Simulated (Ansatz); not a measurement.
## Rb2HOF: complex band structure

A new crystal, Rb2HOF: structure, gap and complex bands. It is built by putting F for Br in the Rb2HBrO structure of space group P2_1/m, with the volume rescaled by atomic radii. The parent structure comes from the Materials Project.

Main program and level: Ansatz 0.2.0; PBEsol DFT, plane waves, PAW files, in the first sound run; inputs show where later runs differ.

Report form: the programs' logs are mostly left out.

The structure was built from a prototype and need not be the compound's stable phase.

## (1) Set-up

Symmetry: P2_1/m, No. 11, monoclinic system. Conventional cell: a = 6.645 Å, b = 4.288 Å, c = 8.526 Å, α = 90.00°, β = 108.00°, γ = 90.00°. Rb has 3 O at 2.57 to 2.81 Å and 3 H at 2.92 to 3.50 Å and 3 F at 3.36 to 3.50 Å nearest. Nearest to Rb lie 2 O at 2.79 Å and 2 H at 2.89 Å and 4 F at 3.34 to 3.39 Å. Nearest to H lie 1 O at 0.93 Å and 4 Rb at 2.89 to 2.92 Å. Nearest to F lie 2 H at 3.03 Å and 7 Rb at 3.34 to 3.50 Å. Nearest to O lie 1 H at 0.93 Å and 5 Rb at 2.57 to 2.81 Å. It derives from Rb2HBrO. F for Br in the Rb2HBrO structure of space group P2_1/m. Farther neighbours and most contacts between anions are not listed.

## (2) Relaxing the new crystal

The substituted atoms don't fit the parent's cell, so cell and atoms relax together. A small smearing keeps the run stable in case the gap closes on the way.

File input.yaml:

```yaml
crystal:
  lattice:
    - [6.6448887008, 0.0, 0.0]
    - [0.0, 4.2879356135, 0.0]
    - [-2.6354042704, 0.0, 8.1088538142]
  atoms:
    - { symbol: Rb, position: [0.71491341, 0.75, 0.96318204] }
    - { symbol: Rb, position: [0.29342555, 0.25, 0.61836755] }
    - { symbol: Rb, position: [0.70657445, 0.75, 0.38163245] }
    - { symbol: Rb, position: [0.28508659, 0.25, 0.03681796] }
    - { symbol: H, position: [0.83640937, 0.25, 0.20743887] }
    - { symbol: H, position: [0.16359063, 0.75, 0.79256113] }
    - { symbol: F, position: [0.82444304, 0.25, 0.697501] }
    - { symbol: F, position: [0.17555696, 0.75, 0.302499] }
    - { symbol: O, position: [0.68981807, 0.25, 0.16905027] }
    - { symbol: O, position: [0.31018193, 0.75, 0.83094973] }
kpoints:
  mp_grid: { grid: [4, 6, 4] }
scf:
  occupations: { method: gaussian, width: 0.03 }
hamiltonian:
  xc: pbesol
output:
  forces: true
  stress: true
relax:
  f_tol: 0.02
  max_steps: 60
  cell: {}
```

Command:

```bash
$ ansatz run input.yaml --threads 2 --pin off --max-ram 4096MiB --backend cpu --events-out ev --progress --plain --runs-dir out
```

Run time: 2.4 min. Hardware: 2 threads of Intel Xeon Platinum 8488C (Sapphire Rapids), shared host; peak memory 0.71 GiB; 4.7 min of CPU time.

The steps of the relaxation:

```
step  energy less that of the first step (eV)  largest force component (eV/Å)  pressure (GPa)  volume (Å³)
   1                                   0.0000                          2.5644           -0.10       231.04
   2                                  -0.5404                          0.6886           -1.63       221.71
   3                                  -0.9407                          0.2681           -1.31       202.81
   4                                  -1.0451                          0.4720            0.43       186.68
   5                                  -1.0927                          0.1230            0.32       190.20
   6                                  -1.1206                          0.0971            0.08       194.78
   7                                  -1.1325                          0.0362           -0.02       195.32
   8                                  -1.1525                          0.1580           -0.20       196.65
   9                                  -1.1434                          0.7930            0.36       196.52
  10                                  -1.1751                          0.0753           -0.01       194.95
  11                                  -1.1828                          0.0327           -0.05       194.33
  12                                  -1.1876                          0.0890            0.01       192.97
  13                                  -1.1879                          0.1635            0.13       192.74
  14                                  -1.1890                          0.0211           -0.01       193.40
  15                                  -1.1901                          0.0268            0.01       193.04
  16                                  -1.1906                          0.0093            0.00       192.91
 17*                                  -1.1707                          0.0150           -0.20       192.91
  18                                  -1.1723                          0.0780            0.11       190.36
  19                                  -1.1753                          0.0259            0.03       191.32
  20                                  -1.1754                          0.0058            0.01       191.29
 21*                                  -1.1724                          0.0063           -0.02       191.29
```

Relaxation steps marked * repeat the geometry before them on a plane-wave basis chosen anew for their cell, so energy and pressure can jump there. Relaxation steps 9, 13, 18 were tried and not accepted.

Forces are held to the 4 operations that the run works with; a distortion that breaks them can't arise in this run.

```
     cell as run  before  after   change
           a (Å)   6.645  5.858  -11.8 %
           b (Å)   4.288  4.104   -4.3 %
           c (Å)   8.526  8.027   -5.9 %
           β (°)  108.00  97.63   -9.6 %
volume (Å³/atom)   23.10  19.13  -17.2 %
```

The atoms that moved most (Å, as changes of fractional coordinates times the final cell):

```
atom      dx     dy      dz  length
 Rb4  -0.179  0.000   0.511   0.541
 Rb1   0.179  0.000  -0.511   0.541
  F7  -0.227  0.000  -0.486   0.537
  F8   0.227  0.000   0.486   0.537
 O10  -0.332  0.000   0.145   0.362
  O9   0.332  0.000  -0.145   0.362
  H5   0.273  0.000   0.120   0.298
  H6  -0.273  0.000  -0.120   0.298
```

Numbers from this step:

- free energy: -15629.3435 eV
- Fermi energy: 4.910 eV
- pressure: -0.02188 GPa

The largest force component on a free atom ends at 0.0063 eV/Å.

## (3) The bulk crystal and its band edges

The energy window and the wavevectors of the next steps follow from the band edges, so these are searched first, off the mesh as well.

File input.yaml:

```yaml
crystal:
  lattice:
    - [5.8377655762, 0.0, 0.4862685948]
    - [0.0, 4.1042287148, 0.0]
    - [-1.7218936079, 0.0, 7.8402521698]
  atoms:
    - { symbol: Rb, position: [0.7261419314, 0.75, 0.8973455423] }
    - { symbol: Rb, position: [0.2715621822, 0.25, 0.5982933916] }
    - { symbol: Rb, position: [0.7284378178, 0.75, 0.4017066084] }
    - { symbol: Rb, position: [0.2738580686, 0.25, 0.1026544577] }
    - { symbol: H, position: [0.8867937001, 0.25, 0.2195893098] }
    - { symbol: H, position: [0.1132062999, 0.75, 0.7804106902] }
    - { symbol: F, position: [0.7682900754, 0.25, 0.6389377592] }
    - { symbol: F, position: [0.2317099246, 0.75, 0.3610622408] }
    - { symbol: O, position: [0.7402390552, 0.25, 0.1474250135] }
    - { symbol: O, position: [0.2597609448, 0.75, 0.8525749865] }
kpoints:
  mp_grid: { grid: [4, 6, 4] }
  band_path: { path: [VBM, CBM], npoints: 30 }
scf:
  occupations: { method: fixed }
hamiltonian:
  xc: pbesol
output:
  eigenvalues: true
  write_potential: true
  write_density: true
  volumetric_format: npy
```

Wall time 34 s (2 threads); peak memory 0.62 GiB.

This step gave:

- free energy: -15629.3437 eV
- Fermi energy: 3.020 eV
- gap on the k-mesh: 3.781 eV
- gap on path: 3.780 eV, by band count; negative where bands overlap
- direct gap on path: 3.781 eV
- edge places on path: 0, 0.1057 1/A along the path

Electronic bands along the path, in eV, zero at the Fermi level (highest filled level under fixed occupations); v1 is the highest filled band, c1 the lowest empty one:

```
  point     v4     v3     v2    v1    c1    c2    c3    c4
    VBM  -0.17  -0.08  -0.04  0.00  3.87  5.71  6.31  6.81
halfway  -0.16  -0.07  -0.03  0.00  3.80  5.68  6.38  6.83
    CBM  -0.16  -0.07  -0.03  0.00  3.78  5.67  6.41  6.84
```

The searched edges give 3.78 eV, as on the mesh.

## (4) Decaying states in the gap, plane (100), k-mesh 6×4×4

This step: PBEsol DFT, plane waves, PAW files; complex bands by layer matching along the plane's normal (Ansatz 0.2.0).

The same crystal is laid in a cell whose first two vectors span the (100) plane (indices of the standard conventional cell, whose axes can be ordered otherwise than in the bulk input). At fixed energy and wavevector in the plane the solver finds all kz, real and complex. A few wavevectors are listed, (0, 0) and (0, 0.1042) in units of the plane's reciprocal vectors; the slowest state needn't be among them.

File input.yaml:

```yaml
crystal:
  lattice:
    - [4.104228715, 0.0, 0.0]
    - [0.0, 8.027108551, 0.0]
    - [0.0, -0.777308888, 5.806182477]
  atoms:
    - { symbol: Rb, position: [0.75, 0.8973455423, 0.7261419314] }
    - { symbol: Rb, position: [0.25, 0.5982933916, 0.2715621822] }
    - { symbol: Rb, position: [0.75, 0.4017066084, 0.7284378178] }
    - { symbol: Rb, position: [0.25, 0.1026544577, 0.2738580686] }
    - { symbol: H, position: [0.25, 0.2195893098, 0.8867937001] }
    - { symbol: H, position: [0.75, 0.7804106902, 0.1132062999] }
    - { symbol: F, position: [0.25, 0.6389377592, 0.7682900754] }
    - { symbol: F, position: [0.75, 0.3610622408, 0.2317099246] }
    - { symbol: O, position: [0.25, 0.1474250135, 0.7402390552] }
    - { symbol: O, position: [0.75, 0.8525749865, 0.2597609448] }
kpoints:
  mp_grid: { grid: [6, 4, 4] }
scf:
  occupations: { method: fixed }
hamiltonian:
  xc: pbesol
output:
  eigenvalues: true
  transmission:
    leads: [[0, 0]]
    kpoints: [[0.0, 0.0], [0.0, 0.1042]]
    e_range: [-1.0, 4.78]
    de: 0.14
```

Wall time 55 s (2 threads); peak memory 0.98 GiB; 84 s of CPU time.

Numbers from this step:

```yaml
level_to_which_the_leads_are_filled: 1.890 eV from the Fermi level
decay_constant_at_the_filling_level_zone_centre: 0.3716 Å⁻¹
decay_constant_at_the_filling_level_slowest_listed_point: 0.3716 Å⁻¹
```

K parallel (0, 0); values up to 1.5 1/Å, a degenerate pair printed once or twice; energies at which all values exceed this have no row. Table of Im kz of the slowest decaying states by energy, zero at the highest filled level on the SCF mesh:

```
energy (eV)  decay 1 (Å⁻¹)  decay 2 (Å⁻¹)  decay 3 (Å⁻¹)  decay 4 (Å⁻¹)
      -1.00          0.354          0.548          0.639          0.721
      -0.72          0.404          0.426          0.439          0.621
      -0.58          0.359          0.425          0.451          0.534
      -0.30          0.310          0.476          0.636          0.687
      -0.02          0.205          0.210          0.509          0.711
       0.12          0.310          0.525          0.529          0.723
       0.40          0.375          0.405          0.552          0.673
       0.54          0.382          0.442          0.564          0.704
       0.82          0.392          0.498          0.552          0.607
       1.10          0.395          0.537          0.649          0.749
       1.24          0.394          0.542          0.669          0.746
       1.52          0.389          0.550          0.704          0.737
       1.80          0.378          0.555          0.720          0.734
       1.94          0.372          0.557          0.722          0.733
       2.22          0.354          0.559          0.720          0.733
       2.50          0.332          0.558          0.714          0.731
       2.64          0.318          0.558          0.709          0.729
       2.92          0.285          0.554          0.699          0.722
       3.20          0.242          0.549          0.686          0.711
       3.34          0.214          0.546          0.679          0.704
       3.62          0.133          0.538          0.665          0.685
       3.76         0.0477          0.533          0.657          0.674
       4.04          0.521          0.642          0.650          0.702
       4.32          0.506          0.622          0.626          0.684
       4.46          0.496          0.607          0.618          0.675
       4.74          0.473          0.574          0.605          0.654
```

K parallel (0, 0.1042); values up to 1.5 1/Å, a degenerate pair printed once or twice; energies at which all values exceed this have no row. Im kz of the slowest decaying states against energy, zero at the highest filled level on the SCF mesh:

```
energy (eV)  decay 1 (Å⁻¹)  decay 2 (Å⁻¹)  decay 3 (Å⁻¹)  decay 4 (Å⁻¹)
      -1.00          0.352          0.357          0.545          0.639
      -0.72          0.406          0.426          0.435          0.600
      -0.44          0.217          0.428          0.449          0.469
      -0.16         0.0571          0.466          0.485          0.504
      -0.02          0.207          0.227          0.264          0.498
       0.12          0.311          0.315          0.506          0.512
       0.40          0.377          0.407          0.541          0.564
       0.68          0.392          0.470          0.571          0.576
       0.96          0.398          0.510          0.553          0.628
       1.24          0.398          0.524          0.561          0.672
       1.52          0.393          0.531          0.569          0.697
       1.80          0.383          0.535          0.574          0.699
       2.22          0.360          0.537          0.578          0.699
       2.50          0.338          0.535          0.578          0.697
       2.78          0.311          0.531          0.577          0.692
       3.06          0.275          0.526          0.573          0.685
       3.34          0.226          0.518          0.567          0.674
       3.62          0.153          0.508          0.559          0.660
       3.90          0.496          0.549          0.641          0.653
       4.18          0.480          0.538          0.619          0.634
       4.46          0.461          0.523          0.594          0.613
       4.74          0.437          0.503          0.564          0.591
```

At the listed wavevectors the last open channel is at -0.02 eV and the next at +3.90 eV on the grid. At +1.94 eV, the grid energy nearest the filling level (the middle of the gap on the SCF mesh), the slowest state at the listed wavevectors decays with κ = 0.372 Å⁻¹, its amplitude falling by e over 2.7 Å. Through 1 nm of this crystal that state's transmission falls by exp(−2 × 0.372 Å⁻¹ × 10 Å) = 5.9e-4.

## (5) Decaying states in the gap, plane (001), k-mesh 4×6×4

The same for the (001) plane, at (0, 0) and (0.0521, 0), to see how the decay depends on direction.

File input.yaml:

```yaml
crystal:
  lattice:
    - [5.857982935, 0.0, 0.0]
    - [0.0, 4.104228715, 0.0]
    - [-1.065135029, 0.0, 7.956127139]
  atoms:
    - { symbol: Rb, position: [0.7261419314, 0.75, 0.8973455423] }
    - { symbol: Rb, position: [0.2715621822, 0.25, 0.5982933916] }
    - { symbol: Rb, position: [0.7284378178, 0.75, 0.4017066084] }
    - { symbol: Rb, position: [0.2738580686, 0.25, 0.1026544577] }
    - { symbol: H, position: [0.8867937001, 0.25, 0.2195893098] }
    - { symbol: H, position: [0.1132062999, 0.75, 0.7804106902] }
    - { symbol: F, position: [0.7682900754, 0.25, 0.6389377592] }
    - { symbol: F, position: [0.2317099246, 0.75, 0.3610622408] }
    - { symbol: O, position: [0.7402390552, 0.25, 0.1474250135] }
    - { symbol: O, position: [0.2597609448, 0.75, 0.8525749865] }
kpoints:
  mp_grid: { grid: [4, 6, 4] }
scf:
  occupations: { method: fixed }
hamiltonian:
  xc: pbesol
output:
  eigenvalues: true
  transmission:
    leads: [[0, 0]]
    kpoints: [[0.0, 0.0], [0.0521, 0.0]]
    e_range: [-1.0, 4.78]
    de: 0.14
```

It took 35 s on 2 threads; peak memory 0.78 GiB; 53 s of CPU time.

Numbers from this step:

| Item | Value |
| --- | --- |
| decay constant at the filling level, zone centre | 0.3961 Å⁻¹ |
| decay constant at the filling level, slowest listed point | 0.3961 Å⁻¹ |

K parallel (0, 0); values up to 1.5 1/Å, a degenerate pair printed once or twice; energies at which all values exceed this have no row. The Im kz of the slowest decaying states by energy, zero at the highest filled level on the SCF mesh:

```
energy (eV)  decay 1 (Å⁻¹)  decay 2 (Å⁻¹)  decay 3 (Å⁻¹)  decay 4 (Å⁻¹)
      -1.00          0.448          0.501          0.537          0.804
      -0.72          0.413          0.492          0.548          0.796
      -0.58          0.381          0.475          0.540          0.790
      -0.30          0.208          0.276          0.395          0.491
      -0.02          0.104          0.186          0.208          0.240
       0.12          0.323          0.395          0.758          0.860
       0.40          0.381          0.434          0.542          0.744
       0.54          0.395          0.469          0.583          0.737
       0.82          0.412          0.516          0.632          0.654
       1.10          0.419          0.548          0.666          0.705
       1.24          0.419          0.560          0.682          0.700
       1.52          0.414          0.578          0.683          0.707
       1.80          0.403          0.591          0.666          0.729
       1.94          0.396          0.595          0.657          0.738
       2.22          0.377          0.601          0.639          0.754
       2.50          0.352          0.600          0.623          0.767
       2.64          0.337          0.595          0.617          0.772
       2.92          0.301          0.578          0.611          0.768
       3.20          0.254          0.555          0.606          0.753
       3.34          0.224          0.543          0.603          0.745
       3.62          0.139          0.516          0.595          0.728
       3.76         0.0498          0.501          0.591          0.719
       4.04          0.470          0.581          0.700          0.753
       4.32          0.435          0.568          0.680          0.723
       4.46          0.415          0.561          0.670          0.707
       4.74          0.372          0.545          0.647          0.674
```

K parallel (0.0521, 0); values up to 1.5 1/Å, a degenerate pair printed once or twice; energies at which all values exceed this have no row. Im kz of the slowest decaying states against energy, zero at the highest filled level on the SCF mesh:

```
energy (eV)  decay 1 (Å⁻¹)  decay 2 (Å⁻¹)  decay 3 (Å⁻¹)  decay 4 (Å⁻¹)
      -1.00          0.432          0.460          0.501          0.536
      -0.72          0.397          0.427          0.492          0.547
      -0.44          0.309          0.352          0.446          0.522
      -0.16         0.0542          0.129          0.288          0.429
      -0.02          0.107          0.176          0.217          0.241
       0.12          0.318          0.332          0.390          0.401
       0.40          0.382          0.436          0.542          0.543
       0.68          0.407          0.496          0.611          0.621
       0.96          0.419          0.534          0.650          0.682
       1.24          0.421          0.560          0.682          0.700
       1.52          0.417          0.578          0.684          0.708
       1.80          0.406          0.591          0.666          0.729
       2.22          0.380          0.601          0.639          0.754
       2.50          0.356          0.601          0.622          0.767
       2.78          0.325          0.589          0.612          0.774
       3.06          0.285          0.568          0.607          0.760
       3.34          0.231          0.544          0.601          0.744
       3.62          0.150          0.517          0.594          0.728
       3.90          0.487          0.585          0.710          0.766
       4.18          0.454          0.573          0.690          0.736
       4.46          0.417          0.560          0.669          0.704
       4.74          0.374          0.544          0.647          0.670
```

At the listed wavevectors the last open channel is at -0.16 eV and the next at +3.90 eV on the grid. At +1.94 eV, the grid energy nearest the filling level (the middle of the gap on the SCF mesh), the slowest state at the listed wavevectors decays with κ = 0.396 Å⁻¹, its amplitude falling by e over 2.5 Å; the first such run, plane (100), gave 0.372 Å⁻¹.

## (6) What came out

```
band gap                                         : 3.78 eV
least decay constant at mid-gap, normal to (100) : 0.372 Å⁻¹
least decay constant at mid-gap, normal to (001) : 0.396 Å⁻¹
```

What this shows: With PBEsol, the slowest decay at the wavevectors tried is κ = 0.372 Å⁻¹, normal to (100). Through such a film the transmission near mid-gap falls as exp(−2κd), a factor of ten every 3.1 Å. The directions tried decay at nearly the same rate. A free electron under a barrier of half the gap would need a mass of 0.28 mₑ to decay at this rate. The compound is made up by substitution; its stability against other phases and against distortions of the cell's symmetry was not tested. A semilocal functional narrows gaps, so real decay constants are likely larger.

[Logs are printed without paths, hosts, clocks, repeated set-up lines and the standing remarks that a program may print on its own settings, such as how far it seeks lower states.]

[Hosts, paths, dates, database ids (printed as entryN), source tags and the programs' standing remarks are cut or masked in the printed files.]
